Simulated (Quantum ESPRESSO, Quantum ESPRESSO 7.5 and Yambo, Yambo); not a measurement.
**A GW chain in Yambo: WS2 (Tungstenite)**

How does a plane-wave GW calculation on WS2 (Tungstenite) run from the first input to the gap?

Main program and level: Quantum ESPRESSO 7.5 and Yambo 5.3.0; PBE and many-body steps on it, plane waves.

This is a report of a sequence of runs, with most program output left out.

## 1. Starting point

The structure is hexagonal, space group P6_3/mmc (No. 194). The conventional cell has a = 3.153 Å, b = 3.153 Å, c = 12.323 Å, α = 90.00°, β = 90.00°, γ = 120.00°. Nearest to W lie 6 S at 2.40 Å. Nearest to S lie 3 W at 2.40 Å. Farther neighbours and most contacts between anions are not listed.

The cell and positions come from the Crystallography Open Database and are kept as given unless a step says otherwise. Spin-orbit coupling is left out unless a step names it.

## 2. Ground state

This step: Quantum ESPRESSO 7.5; DFT, PBE, plane waves, norm-conserving pseudopotentials.

The ground-state density comes first.

pw.in

```
&control
  calculation = 'scf'
  prefix = 'x'
  outdir = 'o'
  pseudo_dir = 'pseudo'
/
&system
  ibrav = 0
  nat = 6
  ntyp = 2
  ecutwfc = 62.0
  nbnd = 33
  force_symmorphic = .true.
/
&electrons
  conv_thr = 1e-10
  electron_maxstep = 80
  mixing_beta = 0.5
/
ATOMIC_SPECIES
  W 183.84 W.upf
  S 32.06 S.upf
CELL_PARAMETERS angstrom
  3.1532000000 0.0000000000 0.0000000000
  -1.5766000000 2.7307513032 0.0000000000
  0.0000000000 0.0000000000 12.3230000000
ATOMIC_POSITIONS crystal
  W 0.3333333333 0.6666666667 0.2500000000
  W 0.6666666667 0.3333333333 0.7500000000
  S 0.3333333333 0.6666666667 0.6225000000
  S 0.6666666667 0.3333333333 0.1225000000
  S 0.3333333333 0.6666666667 0.8775000000
  S 0.6666666667 0.3333333333 0.3775000000
K_POINTS automatic
  6 6 2 0 0 0
```

The run is started by

```bash
$ OMP_NUM_THREADS=1 mpirun -n 8 pw.x -nk 8 -in pw.in > pw.out
```

It took 11 s on 8 MPI ranks of Intel Xeon 6975P-C (Granite Rapids), shared host; peak memory 0.78 GiB.

This step gave:

* total energy: -5334.2445 eV
* gap: 0.9806 eV
* k of the valence top: 0, 0, 0
* k of the conduction bottom: 0.1667, 0.1667, 0
* least direct gap: 1.837 eV

The gap is indirect, with the least direct gap 0.86 eV higher.

## 3. Bands along the symmetry lines

The cheap functional maps the bands first; the places of the edges decide which points the dearer methods must see.

pw.in

```
&control
  calculation = 'bands'
  prefix = 'x'
  outdir = 'o'
  pseudo_dir = 'pseudo'
/
&system
  ibrav = 0
  nat = 6
  ntyp = 2
  ecutwfc = 62.0
  nbnd = 32
  force_symmorphic = .true.
/
&electrons
  conv_thr = 1e-9
  electron_maxstep = 80
  diago_full_acc = .true.
  diago_thr_init = 5e-6
/
ATOMIC_SPECIES
  W 183.84 W.upf
  S 32.06 S.upf
CELL_PARAMETERS angstrom
  3.1532000000 0.0000000000 0.0000000000
  -1.5766000000 2.7307513032 0.0000000000
  0.0000000000 0.0000000000 12.3230000000
ATOMIC_POSITIONS crystal
  W 0.3333333333 0.6666666667 0.2500000000
  W 0.6666666667 0.3333333333 0.7500000000
  S 0.3333333333 0.6666666667 0.6225000000
  S 0.6666666667 0.3333333333 0.1225000000
  S 0.3333333333 0.6666666667 0.8775000000
  S 0.6666666667 0.3333333333 0.3775000000
K_POINTS crystal
  75
  0.00000000 0.00000000 0.00000000 1
  0.06250000 0.00000000 0.00000000 1
  0.12500000 0.00000000 0.00000000 1
  0.18750000 0.00000000 0.00000000 1
  0.25000000 0.00000000 0.00000000 1
  0.31250000 0.00000000 0.00000000 1
  0.37500000 0.00000000 0.00000000 1
  0.43750000 0.00000000 0.00000000 1
  0.50000000 0.00000000 0.00000000 1
  0.47916667 0.04166667 0.00000000 1
  0.45833333 0.08333333 0.00000000 1
  0.43750000 0.12500000 0.00000000 1
  0.41666666 0.16666666 0.00000000 1
  0.39583333 0.20833333 0.00000000 1
  0.37500000 0.25000000 0.00000000 1
  0.35416666 0.29166666 0.00000000 1
  0.33333333 0.33333333 0.00000000 1
  0.29166666 0.29166666 0.00000000 1
  0.25000000 0.25000000 0.00000000 1
  0.20833333 0.20833333 0.00000000 1
  0.16666666 0.16666666 0.00000000 1
  0.12500000 0.12500000 0.00000000 1
  0.08333333 0.08333333 0.00000000 1
  0.04166667 0.04166667 0.00000000 1
  0.00000000 0.00000000 0.00000000 1
  0.00000000 0.00000000 0.06250000 1
  0.00000000 0.00000000 0.12500000 1
  0.00000000 0.00000000 0.18750000 1
  0.00000000 0.00000000 0.25000000 1
  0.00000000 0.00000000 0.31250000 1
  0.00000000 0.00000000 0.37500000 1
  0.00000000 0.00000000 0.43750000 1
  0.00000000 0.00000000 0.50000000 1
  0.06250000 0.00000000 0.50000000 1
  0.12500000 0.00000000 0.50000000 1
  0.18750000 0.00000000 0.50000000 1
  0.25000000 0.00000000 0.50000000 1
  0.31250000 0.00000000 0.50000000 1
  0.37500000 0.00000000 0.50000000 1
  0.43750000 0.00000000 0.50000000 1
  0.50000000 0.00000000 0.50000000 1
  0.47916667 0.04166667 0.50000000 1
  0.45833333 0.08333333 0.50000000 1
  0.43750000 0.12500000 0.50000000 1
  0.41666666 0.16666666 0.50000000 1
  0.39583333 0.20833333 0.50000000 1
  0.37500000 0.25000000 0.50000000 1
  0.35416666 0.29166666 0.50000000 1
  0.33333333 0.33333333 0.50000000 1
  0.29166666 0.29166666 0.50000000 1
  0.25000000 0.25000000 0.50000000 1
  0.20833333 0.20833333 0.50000000 1
  0.16666666 0.16666666 0.50000000 1
  0.12500000 0.12500000 0.50000000 1
  0.08333333 0.08333333 0.50000000 1
  0.04166667 0.04166667 0.50000000 1
  0.00000000 0.00000000 0.50000000 1
  0.50000000 0.00000000 0.50000000 1
  0.50000000 0.00000000 0.43750000 1
  0.50000000 0.00000000 0.37500000 1
  0.50000000 0.00000000 0.31250000 1
  0.50000000 0.00000000 0.25000000 1
  0.50000000 0.00000000 0.18750000 1
  0.50000000 0.00000000 0.12500000 1
  0.50000000 0.00000000 0.06250000 1
  0.50000000 -0.00000000 0.00000000 1
  0.33333333 0.33333333 0.50000000 1
  0.33333333 0.33333333 0.43750000 1
  0.33333333 0.33333333 0.37500000 1
  0.33333333 0.33333333 0.31250000 1
  0.33333333 0.33333333 0.25000000 1
  0.33333333 0.33333333 0.18750000 1
  0.33333333 0.33333333 0.12500000 1
  0.33333333 0.33333333 0.06250000 1
  0.33333333 0.33333333 0.00000000 1
```

Wall time 13 s (8 MPI ranks); peak memory 0.71 GiB; 83 s of CPU time.

This step gave:

- gap: 0.9806 eV
- k of the valence top: 0, 0, 0
- k of the conduction bottom: 0.1667, 0.1667, 0
- least direct gap: 1.837 eV

The gap is 0.981 eV, as in the run before at this level.

Electronic bands along the path, in eV, zero at the top of the highest filled band:

```
    point  band 23  band 24  band 25  band 26  band 27  band 28  band 29  band 30
        Γ    -2.19    -1.52    -1.22     0.00     2.31     2.31     2.32     2.36
  halfway    -2.57    -1.88    -1.62    -1.48     1.35     1.85     2.08     2.30
        M    -1.97    -1.76    -1.71    -1.53     2.33     2.38     2.61     2.91
  halfway    -3.01    -2.62    -1.21    -0.96     1.96     2.06     2.69     2.91
        K    -2.94    -2.94    -0.74    -0.53     1.30     1.30     2.05     3.28
  halfway    -2.11    -1.85    -1.53    -1.50     0.98     1.83     2.08     2.19
        Γ    -2.19    -1.52    -1.22     0.00     2.31     2.31     2.32     2.36
  halfway    -2.20    -2.13    -0.74    -0.08     2.31     2.31     2.31     2.31
        A    -2.21    -2.21    -0.32    -0.32     2.30     2.30     2.30     2.30
  halfway    -2.36    -2.36    -1.51    -1.51     1.77     1.77     1.96     1.96
        L    -1.87    -1.87    -1.60    -1.60     2.35     2.35     2.78     2.78
  halfway    -2.88    -2.88    -1.07    -1.07     2.01     2.01     2.86     2.86
        H    -3.11    -3.11    -0.65    -0.65     1.31     1.31     2.58     2.58
  halfway    -2.04    -2.04    -1.51    -1.51     1.38     1.38     2.22     2.22
        A    -2.21    -2.21    -0.32    -0.32     2.30     2.30     2.30     2.30
jump to L    -1.87    -1.87    -1.60    -1.60     2.35     2.35     2.78     2.78
  halfway    -1.94    -1.79    -1.67    -1.55     2.34     2.37     2.67     2.88
        M    -1.97    -1.76    -1.71    -1.53     2.33     2.38     2.61     2.91
jump to H    -3.11    -3.11    -0.65    -0.65     1.31     1.31     2.58     2.58
  halfway    -3.01    -3.01    -0.71    -0.57     1.31     1.31     2.20     3.04
        K    -2.94    -2.94    -0.74    -0.53     1.30     1.30     2.05     3.28
```

## 4. Empty states on the mesh, 3×3×1 mesh, 111 bands

The sums over transitions need many empty states on a uniform mesh; this step solves for them.

pw.in

```
&control
  calculation = 'nscf'
  prefix = 'x'
  outdir = 'o'
  pseudo_dir = 'pseudo'
/
&system
  ibrav = 0
  nat = 6
  ntyp = 2
  ecutwfc = 62.0
  nbnd = 111
  force_symmorphic = .true.
/
&electrons
  conv_thr = 1e-9
  electron_maxstep = 80
  diago_full_acc = .true.
  diago_thr_init = 5e-6
/
ATOMIC_SPECIES
  W 183.84 W.upf
  S 32.06 S.upf
CELL_PARAMETERS angstrom
  3.1532000000 0.0000000000 0.0000000000
  -1.5766000000 2.7307513032 0.0000000000
  0.0000000000 0.0000000000 12.3230000000
ATOMIC_POSITIONS crystal
  W 0.3333333333 0.6666666667 0.2500000000
  W 0.6666666667 0.3333333333 0.7500000000
  S 0.3333333333 0.6666666667 0.6225000000
  S 0.6666666667 0.3333333333 0.1225000000
  S 0.3333333333 0.6666666667 0.8775000000
  S 0.6666666667 0.3333333333 0.3775000000
K_POINTS automatic
  3 3 1 0 0 0
```

The run is started by

```bash
$ OMP_NUM_THREADS=1 mpirun -n 8 pw.x -nk 4 -in pw.in > pw.out
```

Wall time 3.9 s (8 MPI ranks); peak memory 0.62 GiB; 23 s of CPU time.

This step gave:

```
gap                                                           : 1.305 eV
k of the valence top                                          : 0, 0, 0
k of the conduction bottom                                    : 0.3333, 0.3333, 0
least direct gap                                              : 1.837 eV
k points computed                                             : 3
lowest point of the top converged band, above the valence top : 38.77 eV
```

On this mesh the gap is 1.305 eV. The earlier step found 0.981 eV, so this mesh misses an edge.

## 5. Conversion and set-up

This step: Yambo 5.3.0; conversion and set-up on PBE, plane waves, norm-conserving pseudopotentials.

The states are converted to the many-body program's format and the q mesh is built.

The run is started by

```bash
$ (cd o/x.save; p2y > p2y.log; mv SAVE ../..); yambo > setup.log
```

The job ended after 2.2 s (1 MPI rank; peak memory 0.24 GiB).

## 6. Screening and self-energy, 3×3×1 mesh, 111 bands, screening to 95.2 eV

G0W0 replaces the xc potential by the self-energy, built once from these orbitals. Only a window of levels is corrected, while the sums run over the empty bands that the input names.

This step: G0W0 on PBE, plane waves, norm-conserving pseudopotentials.

gw1.in

```
HF_and_locXC
gw0
dyson
ppa
em1d
rim_cut
RandQpts= 1000000
RandGvec= 1 RL
EXXRLvcs= 62 Ry
VXCRLvcs= 248 Ry
Chimod= "HARTREE"
% BndsRnXp
 1 | 111 |
%
NGsBlkXp= 7 Ry
% LongDrXp
 1 | 1 | 1 |
%
% GbndRnge
 1 | 111 |
%
DysSolver= "n"
ExtendOut
PPAPntXp= 27.21138 eV
% QPkrange
 1 | 1 | 25 | 28 |
 3 | 3 | 25 | 28 |
%
```

The run is started by

```bash
$ OMP_NUM_THREADS=2 mpirun -n 4 yambo -F gw1.in -J gw1 -C gw1 > gw1.log
```

Wall time 11 s (4 MPI ranks); peak memory 1.5 GiB; 52 s of CPU time.

This step gave:

```yaml
g0w0_gap_on_the_points_computed: 2.015 eV
starting_gap_on_the_mesh: 1.305 eV
k_of_the_valence_top: 0, 0, 0
k_of_the_conduction_bottom: 0.3333, 0.3333, 0
least_direct_g0w0_gap_on_the_computed_points: 2.582 eV
z_at_the_valence_top: 0.7947
z_at_the_conduction_bottom: 0.7965
```

The gap on the mesh goes from 1.31 eV to 2.01 eV, a correction of +0.71 eV. The start differs from the 0.98 eV found before because the two sample other k points.

Limits: finite bands, cutoff and mesh; no spin-orbit coupling; coarse k mesh. v1 is the top filled band, c1 the lowest empty one. The levels before and after the correction (eV, zero at the valence-band top of each column):

```
           conduction bottom  valence top
Kohn-Sham               1.31         0.00
     G0W0               2.01         0.00
```

```
                           level  energy (eV)
Kohn-Sham                   Γ v2       -1.221
Kohn-Sham                   Γ v1        0.000
Kohn-Sham                Γ c1-c2        2.311
Kohn-Sham     (0.333 0.333 0) v2       -0.739
Kohn-Sham     (0.333 0.333 0) v1       -0.532
Kohn-Sham  (0.333 0.333 0) c1-c2        1.305
     G0W0                   Γ v2       -1.362
     G0W0                   Γ v1        0.000
     G0W0                Γ c1-c2        2.864
     G0W0     (0.333 0.333 0) v2       -0.826
     G0W0     (0.333 0.333 0) v1       -0.567
     G0W0  (0.333 0.333 0) c1-c2        2.015
```

## 7. Where the time went

Times are wall times on the hardware named with each run, good to a factor of about two.

```
                          step   time  share  memory (GiB)
                  ground state   11 s   27 %          0.78
bands along the symmetry lines   13 s   32 %          0.71
      empty states on the mesh  3.9 s   10 %          0.62
         conversion and set-up  2.2 s    5 %          0.24
     screening and self-energy   11 s   26 %           1.5
```

## 8. Summary of results

```yaml
pbe_gap: 0.98 eV, indirect
g0w0_gap_on_the_mesh: 2.01 eV
g0w0_gap_over_the_zone_rigid_shift: 1.69 eV
gw_settings: 3×3×1 mesh, 111 bands, screening to 95.2 eV, Godby-Needs plasmon pole
known_limits: not at the basis limit; no spin-orbit coupling; coarse k mesh
```

G0W0 moves the gap on the mesh from 1.31 eV to 2.01 eV (+0.71 eV), with Z of 0.79 and 0.80 at the edges. The mesh misses the band edges by 0.32 eV in all; a rigid shift gives 1.69 eV for the zone. Only 2 of the mesh's irreducible points were corrected, so a valley elsewhere could overtake. Bands and cutoff are finite, so the gap is not at the basis limit. The miss can reach some tenths of an eV and take either sign; the mesh is an error of its own. In the G0W0 run levels were corrected at 2 k points alone, so a gap called «on the mesh» is the least over those, and an edge elsewhere would be missed. A denser mesh or path gives a starting gap of 0.98 eV: the GW mesh misses a band edge, so its gaps are not the fundamental one. The 3×3×1 mesh is coarse for this cell, which bears on the long-range parts of exchange and screening. The many-body steps are scalar-relativistic: spin-orbit coupling is not in them.

[Paths, hosts, dates, memory and timing lines, banners, echoed tables and standing remarks are left out of the program output.]

[Logs are printed without paths, hosts, clocks, repeated set-up lines and the standing remarks that a program may print on its own settings, such as how far it seeks lower states.]

[Runs of the session that timed out or met a known fault of the program may be left out.]

[Hosts, paths, dates, database ids (printed as entryN), source tags and the programs' standing remarks are cut or masked in the printed files.]
